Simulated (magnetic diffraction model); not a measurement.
## Solving a magnetic structure from powder neutron data: CaYb

Space group Cm (no. 8), a = 13.4810 Å, b = 3.6350 Å, c = 8.4720 Å, β = 107.46°.

```
site  atom       x    y       z
  2a    Yb  0.1483  1/2  0.3155
  2a    Yb  0.1266  1/2  0.7430
  2a    Yb  0.0006    0  0.9839
  2a    Ca  0.2949    0  0.0797
  2a    Ca  0.4254  1/2  0.3895
  2a    Ca  0.3389    0  0.6522
```

This is a made-up structure (elements placed in a structure type, unrelaxed), so the numbers test the method and describe no known phase.

Only Yb is taken to order (form factors of Yb3+); orders and moment sizes are assumed, and not adapted to the symmetry. Radiation: neutrons of λ = 2.567 Å, 1.5° to 45°; isotropic B of 0.15 Å² (Yb) and 0.21 Å² (Ca). Simulated constant-wavelength pattern: nuclear and magnetic terms add, the magnetic one as |2.695 fm × Σ f S⊥ exp(2πi Q·r) exp(−B s²)|², summed over all Q at one angle with the factor 1/(sin²θ cos θ). For a modulated order the moment at position r is S exp(−2πi k·r) + c.c., with S = m/2 for a sine wave of amplitude m and S = m(u + iv)/2 for moments turning in a plane, u and v being orthogonal unit vectors in it; the phase factor of the sum at Q = H + k is then exp(2πi H·r). Free-ion form factors, Sears's scattering lengths of 1992, no absorption; a label names one of the reflections at its angle. The strongest nuclear line in the range is 100, and lines under 0.2 are left out.

Above the ordering temperature:

```tsv
2θ (°)	index	I
18.28	(0 0 1)	15.8
23.03	(2 0 0)	100.0
24.78	(2 0 -1)	23.3
33.71	(2 0 1)	31.9
37.04	(0 0 2)	17.0
37.38	(2 0 -2)	33.7
43.05	(1 1 0)	46.4
```

Below it (cell unchanged):

```csv
2θ (°),I
3.03,5935.0
15.21,8.8
18.28,15.8
21.36,4.5
22.29,1.6
23.03,100.0
23.51,1.4
24.14,7.6
24.78,23.3
26.36,2.6
31.40,6.5
33.71,31.9
33.85,6.3
34.86,8.9
36.17,6.0
37.04,17.0
37.38,33.7
40.01,7.8
40.25,4.4
42.90,14.3
43.05,46.4
43.44,14.0
44.64,9.2
```

**Question.** Find the propagation vector, then choose among these models:
A. moments turning in the plane of [001] and [100], 3.8 μB on Yb; signs + at (0.1483, 1/2, 0.3155), + at (0.1266, 1/2, 0.7430), + at (0.0006, 0, 0.9839)
B. a sine wave with moments along [100] (amplitudes given), 3.8 μB on Yb; signs + at (0.1483, 1/2, 0.3155), + at (0.1266, 1/2, 0.7430), + at (0.0006, 0, 0.9839)
C. moments turning in the plane of [010] and [001], 3.8 μB on Yb; signs + at (0.1483, 1/2, 0.3155), + at (0.1266, 1/2, 0.7430), + at (0.0006, 0, 0.9839)
D. moments turning in the plane of [100] and [010], 3.8 μB on Yb; signs + at (0.1483, 1/2, 0.3155), + at (0.1266, 1/2, 0.7430), + at (0.0006, 0, 0.9839)

The new lines index as (0 0 1/6) at 3.03°, (0 0 5/6) at 15.21°, (0 0 7/6) at 21.36° and (2 0 -1/6) at 22.29°, that is as H ± k with k = (0 0 1/6). Satellites come in pairs about each point of the reciprocal lattice.

Magnetic intensity, observed (below minus above) and for each model:

| 2θ (°) | index | observed | A | B | C | D |
| --- | --- | --- | --- | --- | --- | --- |
| 3.03 | (0 0 1/6) | 5935.0 | 5935.0 | 5935.0 | 6469.3 | 11870.0 |
| 22.29 | (2 0 -1/6) | 1.6 | 52.6 | 1.6 | 104.3 | 54.1 |
| 23.51 | (2 0 -5/6) | 1.4 | 10.7 | 1.4 | 17.3 | 12.1 |
| 24.14 | (2 0 1/6) | 7.6 | 44.8 | 7.6 | 89.0 | 52.5 |
| 31.40 | (2 0 5/6) | 6.5 | 12.8 | 6.5 | 22.8 | 19.3 |
| 34.86 | (2 0 -11/6) | 8.9 | 15.0 | 8.9 | 17.1 | 24.0 |
| 42.90 | (1 1 -1/6) | 14.3 | 29.7 | 14.3 | 16.4 | 15.4 |
| 43.44 | (1 1 1/6) | 14.0 | 28.7 | 14.0 | 16.3 | 15.3 |

Model B matches.

The structure used: k = (0 0 1/6), a sine wave with moments along [100] (amplitudes given), 3.8 μB on Yb; signs + at (0.1483, 1/2, 0.3155), + at (0.1266, 1/2, 0.7430), + at (0.0006, 0, 0.9839).

[Logs are printed without paths, hosts, clocks, repeated set-up lines and the standing remarks that a program may print on its own settings, such as how far it seeks lower states.]
